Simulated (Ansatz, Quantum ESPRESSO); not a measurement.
# NaI (Fm-3m): Raman and infrared activity, part 2 of 3

Aim: Raman and infrared lines of NaI (Fm-3m).

Quantum ESPRESSO 8.0 development, patched; DFT LDA, scalar-relativistic, plane waves, PseudoDojo norm-conserving pseudopotentials.

So far. Step 2 (A probe with smearing): A gap of 3.3 eV opens on this mesh, so the crystal is taken as an insulator; the start stands at -1.6 GPa. Step 4 (Self-consistent run for the response): The cell stands at 0.001 GPa, close enough for phonons. The relaxed cell has a = 6.262 Å (conventional setting).

### Step 5. Zone-centre response

At q = 0 one unit cell holds all displacements; symmetry groups them into irreducible representations that are solved one by one. The response to a field gives ε∞ and the Born charges, which polar modes need. Third-order response adds the Raman tensors.

Input file ph.in:

```
phonons
&INPUTPH
  prefix = 'x'
  outdir = './tmp'
  fildyn = 'g.dyn'
  tr2_ph = 1.0d-18
  epsil  = .true.
  lraman = .true.
  elop   = .true.
/
0.000000000000 0.000000000000 0.000000000000
```

Started as:

```sh
OMP_NUM_THREADS=1 mpirun -n 4 ph.x -nk 4 -in ph.in > ph.out
```

Output:

```text
[banners, grids, parts of the stress and lines that vanish by symmetry left out]
[banner, memory and clock lines left out]
Program PHONON v.8.0dev

     Dynamical matrices for q-points given in input
     (   1q-points):
       N         xq(1)         xq(2)         xq(3)
       1   0.000000000   0.000000000   0.000000000

     ./tmp/x.save/

     IMPORTANT: XC functional enforced from input :
     Exchange-correlation= PW
                           (   1   4   0   0   0   0   0)
     Any further DFT definition will be discarded
     Please, verify this is what you really want

     G-vector sticks info

     Reading collected, re-writing distributed wavefunctions in ./tmp/

     Number and degeneracy of irreps per q-point
       N         xq(1)         xq(2)         xq(3)   N irreps
       1   0.000000000   0.000000000   0.000000000       2
        3   3

     Calculation of q =    0.0000000   0.0000000   0.0000000

     phonons

     bravais-lattice index     =            2
     lattice parameter (alat)  =      11.8340  a.u.
     unit-cell volume          =     414.3221 (a.u.)^3
     number of atoms/cell      =            2
     number of atomic types    =            2
     kinetic-energy cut-off    =      88.0000  Ry
     charge density cut-off    =     352.0000  Ry
     convergence threshold     =      1.0E-18
     beta                      =       0.7000
     number of iterations used =            4
     Exchange-correlation= PW
                           (   1   4   0   0   0   0   0)

     celldm(1)=   11.83403  celldm(2)=    0.00000  celldm(3)=    0.00000
     celldm(4)=    0.00000  celldm(5)=    0.00000  celldm(6)=    0.00000

     crystal axes: (cart. coord. in units of alat)
               a(1) = ( -0.5000  0.0000  0.5000 )
               a(2) = (  0.0000  0.5000  0.5000 )
               a(3) = ( -0.5000  0.5000  0.0000 )

     reciprocal axes: (cart. coord. in units 2 pi/alat)
               b(1) = ( -1.0000 -1.0000  1.0000 )
               b(2) = (  1.0000  1.0000  1.0000 )
               b(3) = ( -1.0000  1.0000 -1.0000 )

     Atoms inside the unit cell:

     Cartesian axes

     site n.  atom      mass           positions (alat units)
        1  Na     22.9898   tau(    1) = (    0.00000    0.00000    0.00000  )
        2  I     126.9045   tau(    2) = (   -0.50000    0.50000    0.50000  )

     Computing dynamical matrix for
                    q = (   0.0000000   0.0000000   0.0000000 )

     49 Sym.Ops. (with q -> -q+G )

     G cutoff = 1248.6718  (  45911 G-vectors)     FFT grid: ( 50, 50, 50)
     number of k points=    29
                       cart. coord. in units 2pi/alat
        k(    1) = (   0.0000000   0.0000000   0.0000000), wk =   0.0039062
        k(    2) = (  -0.1250000   0.1250000  -0.1250000), wk =   0.0312500
        k(    3) = (  -0.2500000   0.2500000  -0.2500000), wk =   0.0312500
        [... further k-points left out ...]

     PseudoPot. # 1 for Na read from file:
     ./pseudo/Na.upf
     Pseudo is Norm-conserving, Zval =  9.0

     PseudoPot. # 2 for I  read from file:
     ./pseudo/I.upf
     Pseudo is Norm-conserving + core correction, Zval =  7.0

     Mode symmetry, O_h (m-3m)  point group:

     Electric field:
     Dielectric constant
     Born effective charges as d Force / d E
     Raman tensor
     Electro-optic tensor

     Atomic displacements:
     There are    2 irreducible representations

     Representation     1      3 modes -  To be done

     Representation     2      3 modes -  To be done

     Alpha used in Ewald sum =   2.8000

     Electric Fields Calculation

     The passes end when |ddv_scf|^2 is under  4.4E-20 (on this mesh; tr2_ph alone asks  1.0E-18)

      iter #   1   av.it.:   6.5
      thresh= 1.000E-02 alpha_mix =  0.700 |ddv_scf|^2 =  7.648E-08

      [... iterations left out ...]
      iter #   7   av.it.:  13.4
      thresh= 2.492E-10 alpha_mix =  0.700 |ddv_scf|^2 =  3.861E-20

     End of electric fields calculation

          Dielectric constant in cartesian axis

          (       3.637185371       0.000000000      -0.000000000 )
          (       0.000000000       3.637185371       0.000000000 )
          (      -0.000000000       0.000000000       3.637185371 )

          Effective charges (d Force / dE) in cartesian axis without acoustic sum rule applied (asr)

           atom    1  Na    Mean Z*:        1.16729
      Ex  (        1.16729       -0.00000       -0.00000 )
      Ey  (       -0.00000        1.16729        0.00000 )
      Ez  (       -0.00000       -0.00000        1.16729 )
           atom    2  I     Mean Z*:       -1.16794
      Ex  (       -1.16794       -0.00000       -0.00000 )
      Ey  (        0.00000       -1.16794        0.00000 )
      Ez  (       -0.00000        0.00000       -1.16794 )

          Effective charges Sum: Mean:       -0.00065
             -0.00065       -0.00000       -0.00000
             -0.00000       -0.00065        0.00000
             -0.00000        0.00000       -0.00065

          Effective charges (d Force / dE) in cartesian axis with asr applied:
           atom    1  Na    Mean Z*:        1.16761
      E*x (        1.16761       -0.00000        0.00000 )
      E*y (       -0.00000        1.16761       -0.00000 )
      E*z (       -0.00000       -0.00000        1.16761 )
           atom    2  I     Mean Z*:       -1.16761
      E*x (       -1.16761        0.00000       -0.00000 )
      E*y (        0.00000       -1.16761        0.00000 )
      E*z (        0.00000        0.00000       -1.16761 )

     Calling punch_plot_e
     Writing on file  drho

     Computing Pc [DH,Drho] |psi>

     Derivative coefficient:  0.001000    Threshold: 1.00E-12
     Message from routine dhdrhopsi:
     some bands at k + dk did not converge to eth_ns: the Raman tensors may be inaccurate, compare with a run at another eth_ns or dek
     Non-scf  u_k: avg # of iterations = 13.2
     Non-scf Du_k: avg # of iterations = 28.4

          Dielectric constant from finite-differences

          (       3.636952724      -0.000000000      -0.000000000 )
          (      -0.000000000       3.636952724       0.000000000 )
          (      -0.000000000       0.000000000       3.636952724 )

              Electro-optic tensor is defined as
            the derivative of the dielectric tensor
              with respect to one electric field
                 units are Rydberg a.u.

            to obtain the static chi^2 multiply by 1/2

            to convert to pm/Volt multiply per 2.7502

          Electro-optic tensor in cartesian axis:

          (       0.000000000       0.000000000      -0.000000000 )
          (      -0.000000000      -0.000000000      -0.000000000 )
          (      -0.000000000       0.000000000       0.000000000 )

          (       0.000000000       0.000000000      -0.000000000 )
          (       0.000000000       0.000000000      -0.000000000 )
          (       0.000000000       0.000000000       0.000000000 )

          (       0.000000000      -0.000000000       0.000000000 )
          (      -0.000000000      -0.000000000       0.000000000 )
          (      -0.000000000      -0.000000000       0.000000000 )

          Electro-optic tensor: contribution #   1

          (      -0.000000000      -0.000000000       0.000000000 )
          (      -0.000000000       0.000000000       0.000000000 )
          (      -0.000000000       0.000000000      -0.000000000 )

          (      -0.000000000      -0.000000000       0.000000000 )
          (      -0.000000000       0.000000000       0.000000000 )
          (      -0.000000000      -0.000000000      -0.000000000 )

          (      -0.000000000       0.000000000      -0.000000000 )
          (       0.000000000       0.000000000      -0.000000000 )
          (      -0.000000000       0.000000000      -0.000000000 )

          Electro-optic tensor: contribution #   2

          (      -0.000000000       0.000000000       0.000000000 )
          (       0.000000000       0.000000000       0.000000000 )
          (      -0.000000000      -0.000000000       0.000000000 )

          (       0.000000000      -0.000000000       0.000000000 )
          (       0.000000000      -0.000000000       0.000000000 )
          (      -0.000000000      -0.000000000      -0.000000000 )

          (       0.000000000       0.000000000      -0.000000000 )
          (       0.000000000       0.000000000       0.000000000 )
          (       0.000000000      -0.000000000       0.000000000 )

     Computing Second order response

      iter #   1   av.it.:   8.9
      thresh= 1.000E-02 alpha_mix =  0.700 |ddv_scf|^2 =  2.259E-07

      [... iterations left out ...]
      iter #   9   av.it.:  13.5
      thresh= 5.335E-11 alpha_mix =  0.700 |ddv_scf|^2 =  3.319E-21

          Raman tensor (au^-1) in cartesian axis

           atom      1
          (      -0.000000000       0.000000000      -0.000000000 )
          (      -0.000000000      -0.000000000       0.000000000 )
          (       0.000000000       0.000000000      -0.000000000 )

          (      -0.000000000      -0.000000000      -0.000000000 )
          (      -0.000000000      -0.000000000      -0.000000000 )
          (       0.000000000       0.000000000       0.000000000 )

          (       0.000000000       0.000000000       0.000000000 )
          (      -0.000000000      -0.000000000       0.000000000 )
          (      -0.000000000       0.000000000      -0.000000000 )

           atom      2
          (       0.000000000       0.000000000      -0.000000000 )
          (      -0.000000000      -0.000000000      -0.000000000 )
          (       0.000000000       0.000000000      -0.000000000 )

          (       0.000000000      -0.000000000      -0.000000000 )
          (      -0.000000000       0.000000000      -0.000000000 )
          (       0.000000000      -0.000000000      -0.000000000 )

          (      -0.000000000       0.000000000      -0.000000000 )
          (      -0.000000000      -0.000000000       0.000000000 )
          (      -0.000000000       0.000000000      -0.000000000 )

     Raman tensor (A^2)

     atom #    1    pol.  1
     -0.152663278170E-21      0.275016650670E-21     -0.213760410862E-21
     -0.417417519833E-21     -0.111931856376E-21      0.173188096184E-21
      0.254650939772E-21      0.356479494258E-21     -0.132297567273E-21
     atom #    1    pol.  2
     -0.437783230730E-21     -0.132297567273E-21     -0.661806050599E-21
     -0.335954676245E-21     -0.234126121759E-21     -0.712004345818E-22
[...]
atom #    1    pol.  3
[...]
atom #    2    pol.  1
[...]
atom #    2    pol.  2
[...]
atom #    2    pol.  3
[...]
-0.657112390666E-22      0.564830263163E-22     -0.218454070795E-21

     Representation #   1 modes #   1   2   3

     Self-consistent Calculation

     The passes end when |ddv_scf|^2 is under  4.4E-20 (on this mesh; tr2_ph alone asks  1.0E-18)

      iter #   1   av.it.:   5.9
      thresh= 1.000E-02 alpha_mix =  0.700 |ddv_scf|^2 =  3.844E-08

      [... iterations left out ...]
      iter #   8   av.it.:  13.6
      thresh= 2.218E-11 alpha_mix =  0.700 |ddv_scf|^2 =  2.165E-21

     End of self-consistent calculation

     Convergence has been achieved

     Representation #   2 modes #   4   5   6

     Self-consistent Calculation

     The passes end when |ddv_scf|^2 is under  4.4E-20 (on this mesh; tr2_ph alone asks  1.0E-18)

      iter #   1   av.it.:   8.0
      thresh= 1.000E-02 alpha_mix =  0.700 |ddv_scf|^2 =  6.006E-07

      [... iterations left out ...]
      iter #   8   av.it.:  13.6
      thresh= 1.866E-10 alpha_mix =  0.700 |ddv_scf|^2 =  8.628E-21

     End of self-consistent calculation

     Convergence has been achieved

     Number of q in the star =    1
     List of q in the star:
          1   0.000000000   0.000000000   0.000000000

          Dielectric constant in cartesian axis

          (       3.637185371       0.000000000      -0.000000000 )
          (       0.000000000       3.637185371       0.000000000 )
          (      -0.000000000       0.000000000       3.637185371 )

          Effective charges (d Force / dE) in cartesian axis without acoustic sum rule applied (asr)

           atom    1  Na    Mean Z*:        1.16729
      Ex  (        1.16729       -0.00000       -0.00000 )
      Ey  (       -0.00000        1.16729        0.00000 )
      Ez  (       -0.00000       -0.00000        1.16729 )
           atom    2  I     Mean Z*:       -1.16794
      Ex  (       -1.16794       -0.00000       -0.00000 )
      Ey  (        0.00000       -1.16794        0.00000 )
      Ez  (       -0.00000        0.00000       -1.16794 )

          Effective charges Sum: Mean:       -0.00065
             -0.00065       -0.00000       -0.00000
             -0.00000       -0.00065        0.00000
             -0.00000        0.00000       -0.00065

          Effective charges (d Force / dE) in cartesian axis with asr applied:
           atom    1  Na    Mean Z*:        1.16761
      E*x (        1.16761       -0.00000        0.00000 )
      E*y (       -0.00000        1.16761       -0.00000 )
      E*z (       -0.00000       -0.00000        1.16761 )
           atom    2  I     Mean Z*:       -1.16761
      E*x (       -1.16761        0.00000       -0.00000 )
      E*y (        0.00000       -1.16761        0.00000 )
      E*z (        0.00000        0.00000       -1.16761 )

     Diagonalizing the dynamical matrix

     q = (    0.000000000   0.000000000   0.000000000 )

 **************************************************************************
     freq (    1) =       0.107566 [THz] =       3.588025 [cm-1]
     freq (    2) =       0.107566 [THz] =       3.588025 [cm-1]
     freq (    3) =       0.107566 [THz] =       3.588025 [cm-1]
     freq (    4) =       3.915321 [THz] =     130.601045 [cm-1]
     freq (    5) =       3.915321 [THz] =     130.601045 [cm-1]
     freq (    6) =       3.915321 [THz] =     130.601045 [cm-1]
 **************************************************************************

     Mode symmetry, O_h (m-3m)  point group:

     freq (   1-   3) =          3.6  [cm-1]   --> T_1u G_15  G_4- I
     freq (   4-   6) =        130.6  [cm-1]   --> T_1u G_15  G_4- I
```

The job ended after 4.9 min (4 MPI ranks of Intel Xeon 6975P-C (Granite Rapids), shared host; 19 min of CPU time).

Numbers from this step:

* miss of the charge sum rule: 6.50e-4 e
* largest acoustic frequency at the zone centre before the sum rule: 3.59 cm⁻¹
* highest optical zone-centre mode (no LO-TO term): 130.6 cm⁻¹
* lowest optical zone-centre mode: 130.6 cm⁻¹
* mean high-frequency dielectric constant: 3.637
* largest Born charge in size (third of the trace): 1.168 e

Born charge (rows field, columns displacement), before the sum rule (e), principal values of the symmetric part by kind of site:

```
atom  atoms with these values    low  middle   high   mean
 Na1                        1   1.17    1.17   1.17   1.17
  I2                        1  -1.17   -1.17  -1.17  -1.17
```

In full for I2:

```
-1.17  0.00  0.00
 0.00 -1.17  0.00
 0.00  0.00 -1.17
```

High-frequency dielectric tensor:

```
3.64 0.00 0.00
0.00 3.64 0.00
0.00 0.00 3.64
```

The acoustic modes at Γ come out as far as 3.6 cm⁻¹ from zero, where they should vanish, a small numerical error; the Born charges miss their sum rule by 6.5e-4 e, which is good.

### Step 6. Modes with the sum rule

A rigid shift of the crystal must cost nothing, but grids and finite bases break this; the acoustic sum rule is imposed before the matrix is diagonalised again. With Born charges the intensities follow, and the static dielectric tensor.

Input file dynmat.in:

```
&INPUT
  fildyn = 'g.dyn'
  asr    = 'simple'
  fileig = 'dynmat.eig'
  lperm  = .true.
/
```

Started as:

```sh
dynmat.x -in dynmat.in > dynmat.out
```

Output:

```text
[banner, memory and clock lines left out]
Program DYNMAT v.8.0dev

     Reading Dynamical Matrix from file g.dyn
     ...Force constants read
     ...epsilon and Z* read
     ...Raman cross sections read
     A direction for q was not specified:TO-LO splitting will be absent

     Polarizability (A^3 units)
     multiply by 0.532180 for Clausius-Mossotti correction (not under assume_isolated = 'mt')
        12.884640    0.000000   -0.000000
         0.000000   12.884640    0.000000
        -0.000000    0.000000   12.884640

     IR activities are in (D/A)^2/amu units

# mode   [cm-1]    [THz]      IR
    1      0.00    0.0000    0.0000
    2      0.00    0.0000    0.0000
    3      0.00    0.0000    0.0000
    4    130.33    3.9072    1.6160
    5    130.33    3.9072    1.6160
    6    130.33    3.9072    1.6160

Electronic dielectric permittivity tensor (relative, adimensional)
         3.637185    0.000000   -0.000000
         0.000000    3.637185    0.000000
        -0.000000    0.000000    3.637185

 ... with zone-center polar mode contributions
         6.942149    0.000000    0.000000
         0.000000    6.942149    0.000000
         0.000000    0.000000    6.942149
```

Run time: 0.64 s. Hardware: 1 thread.

This step gave:

```yaml
highest_optical_zone_centre_mode_no_lo_to_term: 130.3 cm⁻¹
lowest_optical_zone_centre_mode: 130.3 cm⁻¹
mean_static_dielectric_constant: 6.942
```

Unit eigenvectors of the mass-weighted matrix after the sum rule; no LO-TO term. The modes at Γ (shares of kinetic energy by element, %):

```
mode  frequency (cm⁻¹)  symmetry  Na %  I %
   1               0.0  acoustic    15   85
   2               0.0  acoustic    15   85
   3               0.0  acoustic    15   85
   4             130.3       T1u    85   15
   5             130.3       T1u    85   15
   6             130.3       T1u    85   15
```

Displacements in mode 5 (130.3 cm⁻¹), the largest set to 1:
```
Na1  0.00  0.00  1.00
I2   0.00  0.00 -0.18
```

Degenerate modes summed, no LO-TO term. Lines of the infrared spectrum (strongest = 100):

```
position (cm⁻¹)  lines merged  label  IR intensity, relative
            130             3    T1u                     100
```

Static dielectric tensor (ions relaxed, fixed cell):

```
6.94 0.00 0.00
0.00 6.94 0.00
0.00 0.00 6.94
```

The rule moves no optical mode by more than 0.3 cm⁻¹.

### Step 7. Sum rules set otherwise (asr crystal)

The rule can be imposed in more than one way; the choices should agree where the raw error is small.

Input file dynmat.in:

```
&INPUT
  fildyn = 'g.dyn'
  asr    = 'crystal'
  fileig = 'dynmat.eig'
  lperm  = .true.
/
```

Started as:

```sh
dynmat.x -in dynmat.in > dynmat.out
```

Output:

```text
[banner, memory and clock lines left out]
Program DYNMAT v.8.0dev

     Reading Dynamical Matrix from file g.dyn
     ...Force constants read
     ...epsilon and Z* read
     ...Raman cross sections read
     Acoustic Sum Rule: || Z*(ASR) - Z*(orig)|| =    8.000347E-04
     Acoustic Sum Rule: ||dyn(ASR) - dyn(orig)||=    2.178752E-04
     A direction for q was not specified:TO-LO splitting will be absent

     Polarizability (A^3 units)
     multiply by 0.532180 for Clausius-Mossotti correction (not under assume_isolated = 'mt')
        12.884640    0.000000   -0.000000
         0.000000   12.884640    0.000000
        -0.000000    0.000000   12.884640

     IR activities are in (D/A)^2/amu units

# mode   [cm-1]    [THz]      IR
    1     -0.00   -0.0000    0.0000
    2     -0.00   -0.0000    0.0000
    3      0.00    0.0000    0.0000
    4    130.42    3.9100    1.6160
    5    130.42    3.9100    1.6160
    6    130.42    3.9100    1.6160

Electronic dielectric permittivity tensor (relative, adimensional)
         3.637185    0.000000   -0.000000
         0.000000    3.637185    0.000000
        -0.000000    0.000000    3.637185

 ... with zone-center polar mode contributions
         6.937314    0.000000   -0.000000
         0.000000    6.937314    0.000000
        -0.000000    0.000000    6.937314
```

Run time: 0.64 s. Hardware: 1 thread.

This step gave:

```
highest optical zone-centre mode (no LO-TO term) : 130.4 cm⁻¹
lowest optical zone-centre mode                  : 130.4 cm⁻¹
mean static dielectric constant                  : 6.937
```

Zone-centre frequencies as printed; negative means imaginary. Modes:

```
mode  frequency (cm⁻¹)
   1                 0
   2                 0
   3                 0
   4             130.4
   5             130.4
   6             130.4
```

Against the first rule no mode moves by more than 0.1 cm⁻¹.

[end of part 2 of 3]

[Host names and launcher messages were left out of these logs when they were recorded.]

[Logs are printed without paths, hosts, clocks, repeated set-up lines and the standing remarks that a program may print on its own settings, such as how far it seeks lower states.]

[Hosts, paths, dates, database ids (printed as entryN), source tags and the programs' standing remarks are cut or masked in the printed files.]
